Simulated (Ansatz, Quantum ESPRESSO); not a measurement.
# Work function of Li(110), 5 layers, part 2 of 6

How much energy does it take to lift an electron out of Li(110), 5 layers, and how far do the settings matter?

Quantum ESPRESSO 7.5; plane-wave DFT, PBE, GBRV ultrasoft pseudopotentials; geometry and cross-check by Ansatz 0.2.0 with PAW datasets.

So far. Step 2 (Relaxation with Ansatz): The relaxation lowers the energy by 3 meV an atom. Held were the atoms numbered 3; the forces quoted are those on the free ones.

### 3. Ground state

The work function is the vacuum level less the Fermi level, so the run needs a vacuum wide enough for a flat potential.

Level of this step: plane-wave DFT, PBE, GBRV ultrasoft pseudopotentials (Quantum ESPRESSO 7.5).

scf.in

```
&control
  prefix = 'scf'
  outdir = './out'
  pseudo_dir = './pseudo'
  calculation = 'scf'
  tprnfor = .true.
/
&system
  ibrav = 0
  nat = 5
  ntyp = 1
  ecutwfc = 40
  ecutrho = 200
  occupations = 'smearing'
  smearing = 'mv'
  degauss = 0.02
/
&electrons
  conv_thr = 1e-07
  mixing_beta = 0.4
  electron_maxstep = 120
  mixing_mode = 'local-TF'
/
ATOMIC_SPECIES
  Li  6.9400  li_pbe_v1.4.uspp.F.UPF
CELL_PARAMETERS angstrom
  2.46780266630000 -1.74500000000000 0.00000000000000
  2.46780266630000 1.74500000000000 0.00000000000000
  0.00000000000000 0.00000000000000 25.87121066540000
ATOMIC_POSITIONS crystal
  Li  0.000000000000 0.000000000000 0.318190942631
  Li  0.500000000000 0.500000000000 0.407594962891
  Li  0.000000000000 0.000000000000 0.500000000000
  Li  0.500000000000 0.500000000000 0.592405093402
  Li  0.000000000000 0.000000000000 0.681809120084
K_POINTS automatic
  8 8 1 0 0 0
```

Launch:

```sh
> OMP_NUM_THREADS=1 mpirun -n 2 pw.x -nk 2 -in scf.in > scf.out
```

Output:

```text
Program PWSCF v.7.5 starts
[citation notice left out]

     Parallel version (MPI & OpenMP), running on       2 processor cores
     Number of MPI processes:                 2
     Threads/MPI process:                     1

     MPI processes distributed on     1 nodes
[...]
Current dimensions of program PWSCF are:
     Max number of different atomic species (ntypx) = 10
     Max number of k-points (npk) =  40000
     Max angular momentum in pseudopotentials (lmaxx) =  4
     Message from routine setup:
     using ibrav=0 with symmetry is DISCOURAGED, use correct ibrav instead

     K-points division:     npool     =       2
     Subspace diagonalization in iterative solution of the eigenvalue problem:
     a serial algorithm will be used

     G-vector sticks info
     --------------------
     sticks:   dense  smooth     PW     G-vecs:    dense   smooth      PW
     Sum         483     395    129                71779    51511    9423

     Using Slab Decomposition

     bravais-lattice index     =            0
     lattice parameter (alat)  =       5.7116  a.u.
     unit-cell volume          =    1503.6585 (a.u.)^3
     number of atoms/cell      =            5
     number of atomic types    =            1
     number of electrons       =        15.00
     number of Kohn-Sham states=           12
     kinetic-energy cutoff     =      40.0000  Ry
     charge density cutoff     =     200.0000  Ry
     scf convergence threshold =      1.0E-07
     mixing beta               =       0.4000
     number of iterations used =            8  local-TF  mixing
     Exchange-correlation=  SLA  PW   PBX  PBC
                           (   1   4   3   4   0   0   0)

     celldm(1)=   5.711562  celldm(2)=   0.000000  celldm(3)=   0.000000
     celldm(4)=   0.000000  celldm(5)=   0.000000  celldm(6)=   0.000000

     crystal axes: (cart. coord. in units of alat)
               a(1) = (   0.816497  -0.577350   0.000000 )
               a(2) = (   0.816497   0.577350   0.000000 )
               a(3) = (   0.000000   0.000000   8.559742 )

     reciprocal axes: (cart. coord. in units 2 pi/alat)
               b(1) = (  0.612372 -0.866025  0.000000 )
               b(2) = (  0.612372  0.866025 -0.000000 )
               b(3) = ( -0.000000  0.000000  0.116826 )

     PseudoPot. # 1 for Li read from file:
     ./pseudo/li_pbe_v1.4.uspp.F.UPF
     Pseudo is Ultrasoft, Zval =  3.0
     Generated by new atomic code, or converted to UPF format
     Using radial grid of  751 points,  5 beta functions with:
                l(1) =   0
                l(2) =   0
                l(3) =   0
                l(4) =   1
                l(5) =   1
     Q(r) pseudized with 10 coefficients,  rinner =    1.150   1.150   1.150

     atomic species   valence    mass     pseudopotential
     Li                3.00     6.94000     Li( 1.00)

      8 Sym. Ops., with inversion, found

   Cartesian axes

     site n.     atom                  positions (alat units)
         1        Li     tau(   1) = (   0.0000000   0.0000000   2.7236325  )
         2        Li     tau(   2) = (   0.8164966   0.0000000   3.4889079  )
         3        Li     tau(   3) = (   0.0000000   0.0000000   4.2798712  )
         4        Li     tau(   4) = (   0.8164966   0.0000000   5.0708350  )
         5        Li     tau(   5) = (   0.0000000   0.0000000   5.8361104  )

     number of k points=    21  Marzari-Vanderbilt smearing, width (Ry)=  0.0200
                       cart. coord. in units 2pi/alat
        k(    1) = (   0.0000000   0.0000000   0.0000000), wk =   0.0312500
        k(    2) = (   0.0765466   0.1082532   0.0000000), wk =   0.1250000
        k(    3) = (   0.1530931   0.2165064   0.0000000), wk =   0.1250000
        k(    4) = (   0.2296397   0.3247595   0.0000000), wk =   0.1250000
        k(    5) = (  -0.3061862  -0.4330127   0.0000000), wk =   0.0625000
        k(    6) = (   0.1530931   0.0000000   0.0000000), wk =   0.0625000
        k(    7) = (   0.2296397   0.1082532   0.0000000), wk =   0.1250000
        k(    8) = (   0.3061862   0.2165064   0.0000000), wk =   0.1250000
        k(    9) = (  -0.2296397  -0.5412659   0.0000000), wk =   0.1250000
        k(   10) = (  -0.1530931  -0.4330127   0.0000000), wk =   0.1250000
[...]
k(   21) = (  -0.6123724   0.0000000   0.0000000), wk =   0.0312500

     Dense  grid:    71779 G-vectors     FFT dimensions: (  25,  25, 225)

     Smooth grid:    51511 G-vectors     FFT dimensions: (  24,  24, 200)

     Estimated max dynamical RAM per process >      94.51 MB

     Estimated total dynamical RAM >     171.49 MB

     Initial potential from superposition of free atoms

     starting charge      12.7463, renormalised to      15.0000

     negative rho (up, down):  1.069E-04 0.000E+00
     Starting wfcs are   25 randomized atomic wfcs

     total cpu time spent up to now is        2.3 secs

     per-process dynamical memory:    55.6 Mb

     Self-consistent Calculation

     iteration #  1     ecut=    40.00 Ry     beta= 0.40
     Davidson diagonalization with overlap
     ethr =  1.00E-02,  avg # of iterations =  3.7

     negative rho (up, down):  1.668E-05 0.000E+00

     total cpu time spent up to now is        3.7 secs

     total energy              =     -72.61267057 Ry
     estimated scf accuracy    <       0.94740808 Ry

     iteration #  2     ecut=    40.00 Ry     beta= 0.40
[...]
negative rho (up, down):  8.662E-07 0.000E+00

[...]
total energy              =     -72.28091958 Ry
     estimated scf accuracy    <       0.53181529 Ry

     iteration #  3     ecut=    40.00 Ry     beta= 0.40
[...]
total energy              =     -72.30823910 Ry
     estimated scf accuracy    <       0.01562863 Ry

     iteration #  4     ecut=    40.00 Ry     beta= 0.40
[...]
total energy              =     -72.32150258 Ry
     estimated scf accuracy    <       0.00300080 Ry

     iteration #  5     ecut=    40.00 Ry     beta= 0.40
[...]
total energy              =     -72.32174517 Ry
     estimated scf accuracy    <       0.00045928 Ry

     iteration #  6     ecut=    40.00 Ry     beta= 0.40
[...]
total energy              =     -72.32180239 Ry
     estimated scf accuracy    <       0.00037489 Ry

     iteration #  7     ecut=    40.00 Ry     beta= 0.40
[...]
total energy              =     -72.32163207 Ry
     estimated scf accuracy    <       0.00036790 Ry

     iteration #  8     ecut=    40.00 Ry     beta= 0.40
[...]
total energy              =     -72.32166053 Ry
     estimated scf accuracy    <       0.00003265 Ry

     iteration #  9     ecut=    40.00 Ry     beta= 0.40
[...]
total energy              =     -72.32166593 Ry
     estimated scf accuracy    <       0.00002595 Ry

     iteration # 10     ecut=    40.00 Ry     beta= 0.40
[...]
total energy              =     -72.32166700 Ry
     estimated scf accuracy    <       0.00001460 Ry

     iteration # 11     ecut=    40.00 Ry     beta= 0.40
[...]
negative rho (up, down):  3.243E-07 0.000E+00

[...]
total energy              =     -72.32167398 Ry
     estimated scf accuracy    <       0.00000433 Ry

     iteration # 12     ecut=    40.00 Ry     beta= 0.40
[...]
negative rho (up, down):  2.022E-07 0.000E+00

[...]
total energy              =     -72.32167434 Ry
     estimated scf accuracy    <       0.00000030 Ry

     iteration # 13     ecut=    40.00 Ry     beta= 0.40
[...]
negative rho (up, down):  9.727E-06 0.000E+00

[...]
End of self-consistent calculation

          k = 0.0000 0.0000 0.0000 (  6429 PWs)   bands (ev):

   -48.1715 -48.1715 -47.7111 -47.7080 -47.6914  -4.6240  -4.2353  -3.4561
    -2.4203  -1.3500  -0.7583   1.5562

          k = 0.0765 0.1083 0.0000 (  6445 PWs)   bands (ev):

   -48.1703 -48.1703 -47.7095 -47.7069 -47.6906  -4.4084  -4.0201  -3.2384
    -2.1940  -1.0979  -0.4735   1.8164

          k = 0.1531 0.2165 0.0000 (  6406 PWs)   bands (ev):

   -48.1675 -48.1675 -47.7057 -47.7040 -47.6888  -3.7608  -3.3779  -2.5986
    -1.5460  -0.3861   0.3788   2.3768

          k = 0.2296 0.3248 0.0000 (  6413 PWs)   bands (ev):

   -48.1647 -48.1646 -47.7018 -47.7012 -47.6871  -2.6854  -2.3343  -1.6218
    -0.7213   0.1345   1.7716   1.8479

          k =-0.3062-0.4330 0.0000 (  6438 PWs)   bands (ev):

   -48.1635 -48.1635 -47.7001 -47.7001 -47.6864  -1.2608  -1.1949  -1.1133
    -1.0109  -0.9027   1.9068   2.1899

          k = 0.1531 0.0000 0.0000 (  6433 PWs)   bands (ev):

   -48.1695 -48.1695 -47.7089 -47.7060 -47.6896  -4.3360  -3.9456  -3.1593
    -2.1085  -1.0061  -0.3798   1.9124

[...]
the Fermi energy is    -1.1900 ev

!    total energy              =     -72.32167487 Ry
     estimated scf accuracy    <       0.00000005 Ry
     smearing contrib. (-TS)   =      -0.00041102 Ry
     internal energy E=F+TS    =     -72.32126385 Ry

     The total energy is F=E-TS. E is the sum of the following terms:
     one-electron contribution =    -275.28656200 Ry
     hartree contribution      =     130.40086551 Ry
     xc contribution           =     -16.83415394 Ry
     ewald contribution        =      89.39858658 Ry

     convergence has been achieved in  13 iterations

     Forces acting on atoms (cartesian axes, Ry/au):

     atom    1 type  1   force =     0.00000000    0.00000000   -0.00011449
     atom    2 type  1   force =     0.00000000    0.00000000   -0.00008852
     atom    3 type  1   force =     0.00000000    0.00000000    0.00000000
     atom    4 type  1   force =     0.00000000    0.00000000    0.00008852
     atom    5 type  1   force =     0.00000000    0.00000000    0.00011449

     Total force =     0.000205     Total SCF correction =     0.000158
     SCF correction compared to forces is large: reduce conv_thr to get better values

[...]
=------------------------------------------------------------------------------=
   JOB DONE.
=------------------------------------------------------------------------------=
```

Run time: 20 s. Hardware: 2 MPI ranks of Intel Xeon Platinum 8559C (Emerald Rapids), shared host; peak memory 0.26 GiB; 38 s of CPU time.

This step gave:

```
free energy  : -983.9865 eV
Fermi energy : -1.19 eV
```

The run needed 13 iterations to bring the estimated error under 1e-07 Ry.

### 4. Electrostatic potential

The vacuum level is read from the electrostatic potential (plot_num = 11), averaged over planes.

pot.in

```
&inputpp
  prefix = 'scf'
  outdir = './out'
  filplot = 'pot.dat'
  plot_num = 11
/
```

Launch:

```sh
> OMP_NUM_THREADS=1 mpirun -n 2 pp.x -in pot.in > pot.out
```

Output:

```text
[banner, memory and clock lines left out]
Program POST-PROC v.7.5 starts

          URL

     ./out/scf.save/

     IMPORTANT: XC functional enforced from input :
     Exchange-correlation= PBE
                           (   1   4   3   4   0   0   0)
     Any further DFT definition will be discarded
     Please, verify this is what you really want

     negative rho (up, down):  9.727E-06 0.000E+00

     Calling punch_plot, plot_num =  11
     Writing data to file  pot.dat
     Message from routine chdens:
     namelist plot not found or invalid, exiting
```

It took 1.2 s on 2 MPI ranks; peak memory 0.09 GiB.

Read from the output:

| Item | Value |
| --- | --- |
| work function of the upper face | 3.179 eV |
| slope of the potential above | 0.001071 eV/Å |
| upper vacuum line continued to the top atoms, over the Fermi level | 3.173 eV |
| work function of the lower face | 3.179 eV |
| slope of the potential below | -7.23e-4 eV/Å |
| lower vacuum line continued to the bottom atoms, over the Fermi level | 3.175 eV |

The potential energy, planar mean oscillates, so the rows of the table below give means over windows of 2.3 Å about each position, cut where the curve ends. Its maxima inside the range that stand out by 2 % of the span (Å: eV): 9.4: 1.53, 11.7: 1.75, 14.1: 1.75, 16.4: 1.53. Its minima: 8.2: -2.66, 10.6: -2.33, 13.0: -2.30, 15.3: -2.33, 17.7: -2.66.

Electrostatic potential energy of an electron; zero at the Fermi level. The potential energy, planar mean by z; means over each step:

```
z (Å)  potential energy, planar mean (eV)
 1.15                                3.18
 3.45                                3.18
 5.75                                2.91
 8.05                              -0.565
10.35                              -0.320
12.65                              -0.245
14.95                              -0.255
17.25                              -0.538
19.55                                2.43
21.85                                3.17
24.15                                3.18
```

Electrostatic potential energy in the ca plane at fractional y = 0.000, with atoms of Li within 0.2 Å of it. With pseudopotentials it is smooth inside the atoms' cores, unlike the true potential.

Values in eV, 5 rows by 16 columns, each cell a mean:
```
  0 -11  -5   2   2  -2 -13  -1   2   2  -6 -11   0   3   3   3
  2  -1   1   2   2   1  -1   2   2   2   0  -1   2   3   3   3
  2   1   2   2   2   2   1   2   2   2   2   1   2   3   3   3
  1  -5  -1   2   2   1  -5   1   2   2  -1  -4   1   3   3   3
  0 -13  -7   2   2  -3 -14  -2   2   2  -8 -12   0   3   3   3
```
Columns run along c (16.0 Å, from fractional 0.26 to 0.88 of the cell; values clipped at the 3rd and 97th percentile), rows up along a (3.0 Å). Atoms in or near the plane, at fractional coordinates: Li at (0.32, 0.00), Li at (0.50, 0.00), Li at (0.68, 0.00).

The vacuum is flat to 1.1 meV/Å, so its level is well defined. Inside the slab the curve depends on the local part of the pseudopotentials; only the vacuum level has a meaning of its own.

### 5. Planar and running averages

average.x takes the planar mean and smooths it over a window of one repeat.

avg.in

```
1
pot.dat
1.0
419
3
4.6634711690
```

Launch:

```sh
> OMP_NUM_THREADS=1 average.x < avg.in > avg.out
```

Output:

```text
[banner, memory and clock lines left out]
Program AVERAGE v.7.5 starts

          URL

     Reading header from file  pot.dat
     Reading data from file  pot.dat
     Output written to file avg.dat

[...]
```

Elapsed: 1.3 s, on 1 MPI rank; peak memory 0.1 GiB.

Read from the output:

```
average.x's running mean inside the slab, on the run's own zero                  : -1.384 eV
mean potential by an exact Fourier window inside the slab, on the run's own zero : -1.384 eV
```

The potential energy (planar mean) oscillates, so the rows of the table below give means over windows of 2.35 Å about each position, cut where the curve ends. Its maxima inside the range that stand out by 2 % of the span (Å: eV): 9.4: 1.54, 11.7: 1.75, 14.1: 1.75, 16.5: 1.54. Its minima: 8.2: -2.66, 10.6: -2.34, 13.0: -2.31, 15.3: -2.34, 17.7: -2.66.

Electrostatic potential energy of an electron; zero at the Fermi level; window 2.4678 Å. The potential energy by z; means over each step:

```
z (Å)  planar mean (eV)  running mean (eV)
 1.18              3.18               3.18
 3.53              3.18               3.17
 5.88              2.83               2.55
 8.23            -0.547             -0.269
10.58            -0.262             -0.264
12.93            -0.218             -0.184
15.28            -0.260             -0.262
17.63            -0.548             -0.281
19.98              2.81               2.53
22.33              3.18               3.17
24.68              3.18               3.18
```

Where the running mean is not flat inside, average.x's window, rounded to the grid, doesn't match the spacings there.

### 6. Valence density

plot_num = 0 writes the valence density.

rho.in

```
&inputpp
  prefix = 'scf'
  outdir = './out'
  filplot = 'rho.dat'
  plot_num = 0
/
```

Launch:

```sh
> OMP_NUM_THREADS=1 mpirun -n 2 pp.x -in rho.in > rho.out
```

Output:

```text
[banner, memory and clock lines left out]
Program POST-PROC v.7.5 starts

          URL

     ./out/scf.save/

     IMPORTANT: XC functional enforced from input :
     Exchange-correlation= PBE
                           (   1   4   3   4   0   0   0)
     Any further DFT definition will be discarded
     Please, verify this is what you really want

     negative rho (up, down):  9.727E-06 0.000E+00

     Calling punch_plot, plot_num =   0
     Writing data to file  rho.dat
     Message from routine chdens:
     namelist plot not found or invalid, exiting
```

Elapsed: 1.1 s, on 2 MPI ranks; peak memory 0.1 GiB; 1.8 s of CPU time.

Read from the output:

* electrons by integration: 15.00 e

Mean over planes. The valence density, planar mean by z:

```
z (Å)  valence density, planar mean (e/Å³)
  3.5                               3.6e-5
  4.0                               9.7e-5
  4.5                               2.6e-4
  5.0                               6.9e-4
  5.5                              0.00177
  6.0                              0.00437
  6.5                              0.00992
  7.0                               0.0195
  7.5                               0.0360
  8.0                                0.270
  8.5                                0.224
  9.0                               0.0597
  9.5                               0.0556
 10.0                               0.0672
 10.5                                0.489
 11.0                               0.0894
 11.5                               0.0531
 12.0                               0.0528
 12.5                               0.0944
 13.0                                0.490
 13.5                               0.0653
 14.0                               0.0529
 14.5                               0.0536
 15.0                                0.166
 15.5                                0.350
 16.0                               0.0577
 16.5                               0.0564
 17.0                               0.0643
 17.5                                0.401
 18.0                                0.132
 18.5                               0.0299
 19.0                               0.0167
 19.5                              0.00813
 20.0                              0.00347
 20.5                              0.00139
 21.0                               5.4e-4
 21.5                               2.0e-4
 22.0                               7.5e-5
 22.5                               2.8e-5
```

Valence density in the ca plane at fractional y = 0.000, with atoms of Li within 0.2 Å of it. It is the smooth field of the valence electrons, not physical close to the nuclei.

Ten steps, logarithmic in the rise over the least value, from '0' (0 e/Å³) to '9' (11 e/Å³), each cell a mean:
```
00037721000000014862000000001486100000000000
00012210000000001221000000000121000000000000
00000000000000000000000000000000000000000000
00000000001100000000000010000000000000000000
00000000000000000000000000000000000000000000
00001100000000000110000000000111000000000000
00025510000000002541000000000254100000000000
00059931000001015983000001001598200000000000
```
Columns run along c (16.0 Å, from fractional 0.26 to 0.88 of the cell), rows up along a (3.0 Å). Atoms in or near the plane, at fractional coordinates: Li at (0.32, 0.00), Li at (0.50, 0.00), Li at (0.68, 0.00).

The density integrates to 15.000 electrons, as the 15 of the input ask.

[end of part 2 of 6]

[Logs are printed without paths, hosts, clocks, repeated set-up lines and the standing remarks that a program may print on its own settings, such as how far it seeks lower states.]

[Hosts, paths, dates, database ids (printed as entryN), source tags and the programs' standing remarks are cut or masked in the printed files.]

[Maps of the electrostatic potential energy from Ansatz leave out the sawtooth potential of an applied field or a dipole correction, so their vacuum need not be flat; planar profiles and work functions include it.]
